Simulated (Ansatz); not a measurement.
# N on W(110): change of the work function, part 3 of 4

Wanted: Δφ(θ) for N/W(110), starting from the hollow site.

Ansatz 0.2.0; plane-wave DFT, PBE, Ansatz PAW.

So far, work function, upper face (eV): step 2 (the clean slab) 4.84; step 3 (37 atoms, coverage 0.111 ML, cell 3x3) 4.92.

### 4. The covered slab, k-mesh 6×6×1, coverage 0.25 ML

System of this step: W16N (N/W(110)). The cell holds 17 atoms: 16 W and 1 N. Cell: a = 5.473 Å, b = 5.473 Å, c = 26.557 Å, α = 90.0°, β = 90.0°, γ = 70.5°. Vacuum lies along c.

Another coverage, to see how the dipoles act on each other as their distance changes.

input.yaml

```yaml
crystal:
  lattice:
    - [4.468914857, -3.16, 0.0]
    - [4.468914857, 3.16, 0.0]
    - [0.0, 0.0, 26.5566077499]
  atoms:
    - { symbol: W, position: [0.0, 0.0, 0.3388987059] }
    - { symbol: W, position: [0.25, 0.25, 0.4230381205] }
    - { symbol: W, position: [0.0, 0.0, 0.5086038405] }
    - { symbol: W, position: [0.25, 0.25, 0.5911508627] }
    - { symbol: W, position: [0.0, 0.5, 0.3388987059] }
    - { symbol: W, position: [0.25, 0.75, 0.4230381205] }
    - { symbol: W, position: [0.0, 0.5, 0.5086038405] }
    - { symbol: W, position: [0.25, 0.75, 0.5911508627] }
    - { symbol: W, position: [0.5, 0.0, 0.3388987059] }
    - { symbol: W, position: [0.75, 0.25, 0.4230381205] }
    - { symbol: W, position: [0.5, 0.0, 0.5086038405] }
    - { symbol: W, position: [0.75, 0.25, 0.5911508627] }
    - { symbol: W, position: [0.5, 0.5, 0.3388987059] }
    - { symbol: W, position: [0.75, 0.75, 0.4230381205] }
    - { symbol: W, position: [0.5, 0.5, 0.5086038405] }
    - { symbol: W, position: [0.75, 0.75, 0.5911508627] }
    - { symbol: "N", position: [0.42, 0.42, 0.6611012941] }
kpoints:
  mp_grid: { grid: [6, 6, 1] }
hamiltonian:
  xc: pbe
scf:
  occupations: { method: fermi_dirac, width: 0.1 }
  convergence: { dr2_threshold: 1.0e-08 }
efield:
  axis: 3
  dipole_correction: true
  ramp_position: 0.97
  ramp_width: 0.06
relax:
  f_tol: 0.02
  max_steps: 60
  constraints: [{ sites: [0, 1, 4, 5, 8, 9, 12, 13] }]
output:
  dos: { projected: true, e_range: [-8, 4] }
  write_potential: true
  write_density: true
  volumetric_format: npy
  elf: true
```

Started as:

```sh
> ansatz run input.yaml --threads 4 --pin off --max-ram 16384MiB --backend cpu --events-out ev --progress --plain --runs-dir out
```

What it wrote:

```text
[...]
Crystal: 17 atoms, lattice volume = 750.053 Å³
Basis set: ecut = 420 eV, 14645 PW (Γ), exchange–correlation on 80×80×360 points (8 copies of the dense FFT grid, shifted against one another)
Bands: 138, of which v1, the nominal top of the filled ones, is band 115 counted from 1 (114 counted from 0)
Symmetry: 2 space group operations
[...]
k-points: 13 of 36 (time reversal used)
[...]
SCF iter   1: F=—  HF=-166529.044186 eV  |F-HF|=—  |Δ(HF+E_count)|=         —  Δρ=8.87e-3  dr2=7.06e0  ethr=1.77e-3  p=-0.179 e·Å  D=-4.31e-2 V/Å  ΔV_dip=1.15 eV  dr2_dipole=6.46e-2  V_vac-E_F(+/−)=6.16/5.01 eV  ⟨swp⟩=9.3  Hψ=8977  notcnv=0
[...]
SCF iter  10: F=-166528.726906 eV  HF=-166528.726906 eV  |F-HF|=1.46e-8  |Δ(HF+E_count)|=   1.81e-8  Δρ=6.56e-7  dr2=7.67e-9  ethr=4.37e-12  p=-0.200 e·Å  D=-4.83e-2 V/Å  ΔV_dip=1.28 eV  dr2_dipole=3.25e-11  V_vac-E_F(+/−)=6.21/4.92 eV  ⟨swp⟩=12.9  Hψ=14955  notcnv=0
SCF 1 converged in 10 iterations: F = -166528.726906 eV  dr2 = 7.67e-9
[...]
relax step   1: F+E_penalty+E_count = -166528.72690588 eV  Δ(F+E_penalty+E_count) = +0.000e0 eV  max|allowed force component| = 5.732e0 eV/Å  Δτ_max = 0.0000 Å  (10 SCF iters, accepted)
[...]
SCF iter  10: F=-166530.143402 eV  HF=-166530.143402 eV  |F-HF|=6.46e-9  |Δ(HF+E_count)|=   3.40e-8  Δρ=4.08e-7  dr2=2.53e-9  ethr=4.37e-12  p=-0.147 e·Å  D=-3.55e-2 V/Å  ΔV_dip=0.94 eV  dr2_dipole=8.67e-11  V_vac-E_F(+/−)=5.86/4.92 eV  ⟨swp⟩=11.7  Hψ=13372  notcnv=0
SCF 2 converged in 10 iterations: F = -166530.143402 eV  dr2 = 2.53e-9
relax step   2: F+E_penalty+E_count = -166530.14340167 eV  Δ(F+E_penalty+E_count) = -1.416e0 eV  max|allowed force component| = 5.021e0 eV/Å  Δτ_max = 0.1949 Å  (10 SCF iters, accepted)
SCF iter   1: F=—  HF=-166531.212685 eV  |F-HF|=—  |Δ(HF+E_count)|=         —  Δρ=7.46e-3  dr2=4.14e-1  ethr=3.10e-3  p=-0.147 e·Å  D=-3.55e-2 V/Å  ΔV_dip=0.94 eV  dr2_dipole=7.97e-5  V_vac-E_F(+/−)=5.86/4.92 eV  ⟨swp⟩=5.7  Hψ=3510  notcnv=0
[...]
SCF iter  10: F=-166531.111075 eV  HF=-166531.111075 eV  |F-HF|=3.29e-9  |Δ(HF+E_count)|=   1.03e-8  Δρ=3.37e-7  dr2=2.44e-9  ethr=4.37e-12  p=-0.081 e·Å  D=-1.94e-2 V/Å  ΔV_dip=0.52 eV  dr2_dipole=3.91e-10  V_vac-E_F(+/−)=5.43/4.91 eV  ⟨swp⟩=12.5  Hψ=13970  notcnv=0
SCF 3 converged in 10 iterations: F = -166531.111075 eV  dr2 = 2.44e-9
[...]
relax step   3: F+E_penalty+E_count = -166531.11107472 eV  Δ(F+E_penalty+E_count) = -9.677e-1 eV  max|allowed force component| = 3.024e0 eV/Å  Δτ_max = 0.1950 Å  (10 SCF iters, accepted)
[...]
relax step   4: F+E_penalty+E_count = -166531.56559417 eV  Δ(F+E_penalty+E_count) = -4.545e-1 eV  max|allowed force component| = 8.080e-1 eV/Å  Δτ_max = 0.1948 Å  (10 SCF iters, accepted)
[...]
relax step   5: F+E_penalty+E_count = -166531.69629505 eV  Δ(F+E_penalty+E_count) = -1.307e-1 eV  max|allowed force component| = 4.770e-1 eV/Å  Δτ_max = 0.2000 Å  (9 SCF iters, accepted)
[...]
relax step   6: F+E_penalty+E_count = -166531.71643906 eV  Δ(F+E_penalty+E_count) = -2.014e-2 eV  max|allowed force component| = 4.077e-1 eV/Å  Δτ_max = 0.2000 Å  (9 SCF iters, accepted)
[...]
relax step   7: F+E_penalty+E_count = -166531.67647418 eV  Δ(F+E_penalty+E_count) = +3.996e-2 eV  max|allowed force component| = 4.281e-1 eV/Å  Δτ_max = 0.0899 Å  (9 SCF iters, rejected (line search))
[...]
relax step   8: F+E_penalty+E_count = -166531.72764981 eV  Δ(F+E_penalty+E_count) = -1.121e-2 eV  max|allowed force component| = 7.255e-2 eV/Å  Δτ_max = 0.0381 Å  (9 SCF iters, accepted)
[...]
relax step   9: F+E_penalty+E_count = -166531.72850776 eV  Δ(F+E_penalty+E_count) = -8.579e-4 eV  max|allowed force component| = 3.679e-2 eV/Å  Δτ_max = 0.0249 Å  (7 SCF iters, accepted)
SCF iter   1: F=—  HF=-166531.729389 eV  |F-HF|=—  |Δ(HF+E_count)|=         —  Δρ=5.90e-4  dr2=3.03e-3  ethr=1.25e-5  p=-0.016 e·Å  D=-3.90e-3 V/Å  ΔV_dip=0.10 eV  dr2_dipole=2.15e-4  V_vac-E_F(+/−)=5.01/4.90 eV  ⟨swp⟩=2.4  Hψ=3043  notcnv=0
[...]
SCF iter   7: F=-166531.728771 eV  HF=-166531.728771 eV  |F-HF|=2.29e-8  |Δ(HF+E_count)|=   9.55e-8  Δρ=5.73e-7  dr2=2.47e-9  ethr=4.37e-12  p=-0.016 e·Å  D=-3.94e-3 V/Å  ΔV_dip=0.10 eV  dr2_dipole=8.99e-13  V_vac-E_F(+/−)=5.01/4.90 eV  ⟨swp⟩=12.2  Hψ=13833  notcnv=0
SCF 10 converged in 7 iterations: F = -166531.728771 eV  dr2 = 2.47e-9
relax step  10: F+E_penalty+E_count = -166531.72877101 eV  Δ(F+E_penalty+E_count) = -2.633e-4 eV  max|allowed force component| = 1.177e-2 eV/Å  Δτ_max = 0.0194 Å  (7 SCF iters, accepted)
[...]
WARN: The input density's exchange-correlation potential varies sharply where the density is thin. Do not read a vacuum level from v_tot or v_xc, or from such a field of the output density. On a cell that repeats whose density bears no net charge and no dipole along the vacuum's axis use v_es (v_loc + v_h of the components); under efield.dipole_correction with no amplitude use v_es + v_field, which holds any external [...]
SCF converged after 7 iterations
Free energy (F): -166531.728771 eV
[...]
Internal energy: -166531.378457 eV  (E = F + TS)
E sigma→0 (E₀):  -166531.553614 eV
Entropy (-TS):   -0.350314 eV (-20.607 meV/atom)
Fermi energy:    4.569021 eV
Dipole field:    D = -0.003942 V/Å  (p = -0.016339 e·Å, saw-weighted, corrected)
Work function:   Φ+ = 5.0091 eV   Φ− = 4.9044 eV
[...]
--- Forces (eV/Å), atoms counted from 1 ---
  atom   1  W     -0.00584258     0.00000000     0.37910618
  atom   2  W      0.12779759    -0.00000000    -0.45718815
  atom   3  W      0.00122628     0.00000000     0.00491027
  atom   4  W     -0.00050022     0.00000000     0.00485725
  atom   5  W      0.00632542    -0.01158354     0.44386074
  atom   6  W     -0.01074724     0.08706208    -0.28089658
  atom   7  W     -0.00189462     0.00196970     0.00053647
  atom   8  W      0.00219857     0.00495008    -0.00571295
  atom   9  W      0.00632542     0.01158354     0.44386074
  atom  10  W     -0.01074724    -0.08706208    -0.28089658
  atom  11  W     -0.00189462    -0.00196970     0.00053647
  atom  12  W      0.00219857    -0.00495008    -0.00571295
  atom  13  W      0.00434059    -0.00000000     0.22309386
  atom  14  W     -0.12225821     0.00000000    -0.47296724
  atom  15  W     -0.00089121     0.00000000    -0.00288346
  atom  16  W      0.00287746     0.00000000    -0.00628268
  atom  17  N      0.00148425    -0.00000000     0.01176681
  max |Σ_I F_I| component: 1.18e-5 eV/Å
--- Band table (eV; the first three rows and the last of 13) ---
  k-point 0: bands = [... 111 lower, 5.2059, 5.2595, 5.2993, 5.4475, 5.4764, 5.6066, 5.7033, 6.0670, ... 19 higher]
  k-point 1: bands = [... 111 lower, 4.6478, 4.7379, 4.8527, 5.0663, 5.3295, 5.6725, 5.7581, 5.8300, ... 19 higher]
  k-point 2: bands = [... 111 lower, 3.7747, 4.1143, 4.4074, 4.7144, 4.9289, 5.0062, 5.2599, 5.5797, ... 19 higher]
  k-point 12: bands = [... 111 lower, 3.7543, 3.8244, 3.9560, 4.0474, 4.0803, 4.2237, 4.3083, 4.5636, ... 19 higher]
--- Relaxed structure (10 steps of the walk, 9 accepted, 0 SCFs on fresh bases) ---
  F+E_penalty+E_count = -166531.72877101 eV   max|allowed force component| = 1.177e-2 eV/Å
  atoms:
    - { symbol: W, position: [0.0, 0.0, 0.338899] }
    - { symbol: W, position: [0.25, 0.25, 0.4230381205] }
    - { symbol: W, position: [0.000928448, 0.000928448, 0.506868] }
    - { symbol: W, position: [0.247934, 0.247934, 0.592211] }
    - { symbol: W, position: [-5.551115e-17, 0.5, 0.338899] }
    - { symbol: W, position: [0.250000, 0.75, 0.4230381205] }
    - { symbol: W, position: [0.000755833, 0.499814, 0.509359] }
    - { symbol: W, position: [0.247527, 0.752664, 0.593106] }
    - { symbol: W, position: [0.5, -5.551115e-17, 0.338899] }
    - { symbol: W, position: [0.75, 0.250000, 0.4230381205] }
    - { symbol: W, position: [0.499814, 0.000755833, 0.509359] }
    - { symbol: W, position: [0.752664, 0.247527, 0.593106] }
    - { symbol: W, position: [0.5, 0.5, 0.338899] }
    - { symbol: W, position: [0.75, 0.75, 0.4230381205] }
    - { symbol: W, position: [0.500070, 0.500070, 0.508284] }
    - { symbol: W, position: [0.756025, 0.756025, 0.590395] }
    - { symbol: N, position: [0.468819, 0.468819, 0.634844] }
```

Wall time 8 min (4 threads of Arm Neoverse V1, shared host); peak memory 2.9 GiB.

Step by step:

| step | energy less that of the first step (eV) | largest force component (eV/Å) |
| --- | --- | --- |
| 1 | 0.0000 | 5.7320 |
| 2 | -1.4165 | 5.0215 |
| 3 | -2.3842 | 3.0243 |
| 4 | -2.8387 | 0.8080 |
| 5 | -2.9694 | 0.4770 |
| 6 | -2.9895 | 0.4077 |
| 7 | -2.9496 | 0.4281 |
| 8 | -3.0007 | 0.0725 |
| 9 | -3.0016 | 0.0368 |
| 10 | -3.0019 | 0.0118 |

Relaxation step 7 was tried and not accepted.

Forces are held to the 2 operations that the program found; a distortion that breaks them can't arise in this run.

The atoms that moved most (Å):

| atom | dx | dy | dz | length |
| --- | --- | --- | --- | --- |
| N17 | 0.436 | 0.000 | -0.697 | 0.823 |
| W16 | 0.054 | 0.000 | -0.020 | 0.057 |
| W8 | 0.001 | 0.016 | 0.052 | 0.054 |
| W12 | 0.001 | -0.016 | 0.052 | 0.054 |
| W3 | 0.008 | 0.000 | -0.046 | 0.047 |
| W4 | -0.018 | 0.000 | 0.028 | 0.034 |
| W11 | 0.003 | 0.003 | 0.020 | 0.020 |
| W7 | 0.003 | -0.003 | 0.020 | 0.020 |

The relaxed structure:

```xyz
17
Lattice="4.4689 -3.1600 0.0000 4.4689 3.1600 0.0000 0.0000 0.0000 26.5566" Properties=species:S:1:pos:R:3
W     0.0000    0.0000    9.0000
W     2.2345    0.0000   11.2345
W     0.0083    0.0000   13.4607
W     2.2160    0.0000   15.7271
W     2.2345    1.5800    9.0000
W     4.4689    1.5800   11.2345
W     2.2370    1.5770   13.5268
W     4.4698    1.5962   15.7509
W     2.2345   -1.5800    9.0000
W     4.4689   -1.5800   11.2345
W     2.2370   -1.5770   13.5268
W     4.4698   -1.5962   15.7509
W     4.4689    0.0000    9.0000
W     6.7034    0.0000   11.2345
W     4.4695    0.0000   13.4983
W     6.7572    0.0000   15.6789
N     4.1902    0.0000   16.8593
```

This step gave:

```yaml
energy_at_zero_smearing: -166531.5536 eV
work_function_upper_face: 5.009 eV
work_function_lower_face: 4.904 eV
dipole_along_the_normal: -0.01634 e·Å
step_between_the_vacuum_levels: 0.1047 eV
```

The density of states has structure finer than the step of the table below, so its rows give means over 0.25 eV. Peaks (eV: height): -4.960: 28.3, -3.280: 28.1, -3.040: 29.2, -2.980: 27.3, -2.890: 27.7, -2.830: 28.5, -2.740: 41.3.

Table of density of states by energy, zero at the Fermi level; means over each step:

| energy (eV) | density of states (states/eV a cell) |
| --- | --- |
| -7.75 | 1.01 |
| -7.50 | 1.56 |
| -7.25 | 1.99 |
| -7.00 | 2.51 |
| -6.75 | 2.55 |
| -6.50 | 2.58 |
| -6.25 | 4.90 |
| -6.00 | 8.85 |
| -5.75 | 8.77 |
| -5.50 | 12.2 |
| -5.25 | 13.9 |
| -5.00 | 15.0 |
| -4.75 | 15.5 |
| -4.50 | 17.1 |
| -4.25 | 13.0 |
| -4.00 | 13.4 |
| -3.75 | 10.4 |
| -3.50 | 9.57 |
| -3.25 | 22.2 |
| -3.00 | 22.5 |
| -2.75 | 23.8 |
| -2.50 | 20.7 |
| -2.25 | 21.8 |
| -2.00 | 21.2 |
| -1.75 | 19.8 |
| -1.50 | 21.9 |
| -1.25 | 15.7 |
| -1.00 | 14.8 |
| -0.75 | 10.3 |
| -0.50 | 9.96 |
| -0.25 | 9.67 |
| 0.00 | 11.5 |
| 0.25 | 10.3 |
| 0.50 | 13.3 |
| 0.75 | 13.8 |
| 1.00 | 15.9 |
| 1.25 | 17.2 |
| 1.50 | 19.5 |
| 1.75 | 21.1 |

Projected DOS per atom over height of the atomic layer and energy from the Fermi level. Layers: W4 W4 W4 W4 N from below.

Ten even steps from '_' (0.01 states/eV) to '@' (1.64 states/eV), each cell a mean:
```
**##**##..
********..
**====++__
++--::==__
++::::==__
++::::::__
##::::**::
@@++==%%--
@@****##::
########--
%%%%%%##::
++@@@@==..
::====----
========++
++##**==++
::**++==@@
::==++--**
..------==
__........
____..____
__________
__________
```
Columns: height of the atomic layer (Å) from 9 to 16.9 (not evenly spaced); rows upwards: energy from the Fermi level (eV) from -7.96 to 1.95.

Electrostatic potential energy in the ca plane at fractional y = 0.469, with atoms of W and N within 0.2 Å of it. With pseudopotentials it is smooth inside the atoms' cores, unlike the true potential.

Ten even steps from '0' (-57 eV) to '9' (10 eV), each cell a mean:
```
40004899999862002689999999999999999999999999
74347899999985335899999999999999999999999999
87778998889998778999889999999999999999999999
98889998888998888998888999999999999999999999
87678988888987667898888999999999999999999999
63136888888874224788888889999999999999999999
30003799889851002689887336999999999999999999
30003799999851001689985003999999999999999999
52125899999873114789986115999999999999999999
86568999889987557899888768999999999999999999
98889998889998888998888999999999999999999999
88788998888998778998888999999999999999999999
75457888888886446888888999999999999999999999
41014888888862002688889999999999999999999999
30003799999851001689999999999999999999999999
```
Columns run along c (16.0 Å, from fractional 0.31 to 0.92 of the cell; values clipped at the 3rd and 97th percentile), rows up along a (5.5 Å). Atoms in or near the plane, at fractional coordinates: W at (0.34, 0.00), W at (0.51, 0.00), W at (0.34, 0.50), W at (0.51, 0.50), N at (0.63, 0.47).

ELF in the ca plane at fractional y = 0.469, with atoms of W and N within 0.2 Å of it. It is the smooth field of the valence electrons, not physical close to the nuclei.

Ten even steps from '0' (0.00) to '9' (0.84), each cell a mean:
```
57675355455337777345556654200000000000000000
35752355455423663245556653100000000000000000
44433454445543333444445432100000000000000000
54444543334554444553333322100000000000000000
34433443334433443453222455320000000000000000
47874443224436775343225888742000000000000000
77476354334348558444248889973100000000000000
76366355445347457334368339974100000000000000
47873355455325775244358669974100000000000000
24532454445533442344337899852000000000000000
54434544444554433453334566421000000000000000
44434543334543333443333332100000000000000000
35653443234434664343333321000000000000000000
68775353234337777344323332100000000000000000
76266354345348338444445543100000000000000000
```
Columns run along c (16.0 Å, from fractional 0.31 to 0.92 of the cell), rows up along a (5.5 Å). Atoms in or near the plane, at fractional coordinates: W at (0.34, 0.00), W at (0.51, 0.00), W at (0.34, 0.50), W at (0.51, 0.50), N at (0.63, 0.47).

Valence density in the ca plane at fractional y = 0.469, with atoms of W and N within 0.2 Å of it. It is the smooth field of the valence electrons, not physical close to the nuclei.

Ten even steps from '0' (0.0 e/Å³) to '9' (5.1 e/Å³), each cell a mean:
```
38983000000015995100000000000000000000000000
13431000000002442000000000000000000000000000
01110000000000110000000000000000000000000000
00000000000000000000000000000000000000000000
01210000000001111000000000000000000000000000
15652000000013663100001110000000000000000000
39994100000027996100002442000000000000000000
49994100000027996100013664100000000000000000
15752000000014773000002553000000000000000000
01210000000001221000001221000000000000000000
00000000000000000000000000000000000000000000
00100000000000110000000000000000000000000000
12421000000001331000000000000000000000000000
27973000000015995100000000000000000000000000
49994100000027997200000000000000000000000000
```
Columns run along c (16.0 Å, from fractional 0.31 to 0.92 of the cell), rows up along a (5.5 Å). Atoms in or near the plane, at fractional coordinates: W at (0.34, 0.00), W at (0.51, 0.00), W at (0.34, 0.50), W at (0.51, 0.50), N at (0.63, 0.47).

The relaxation took 10 steps and lowered the energy by 3.0 eV; the largest force on the free atoms ends at 0.012 eV/Å.

By hand: a sheet of dipoles makes a step −p/(ε₀A) in the electron's potential. With e/ε₀ = 180.95 V·Å, p = -0.01634 e·Å and A = 28.24 Å², that is −180.95 × (-0.01634) / 28.24 = +0.105 eV, and the two vacuum levels of the run differ by +0.105 eV.

The covered face has 5.01 eV, +0.16 eV against the clean one; the bare back face has moved by +0.01 eV, a measure of how thin the slab is.

[end of part 3 of 4]

[Long decimals in the printed logs are rounded to 6 places.]

[Logs are printed without paths, hosts, clocks, repeated set-up lines and the standing remarks that a program may print on its own settings, such as how far it seeks lower states.]

[Hosts, paths, dates, database ids (printed as entryN), source tags and the programs' standing remarks are cut or masked in the printed files.]

[Maps of the electrostatic potential energy from Ansatz leave out the sawtooth potential of an applied field or a dipole correction, so their vacuum need not be flat; planar profiles and work functions include it.]

[The density of states shown here was stored with 400 of the rows of the run's finer table, so its peaks can read low, often by over a quarter, or be missed, and its means over a window can be off by a tenth or more.]
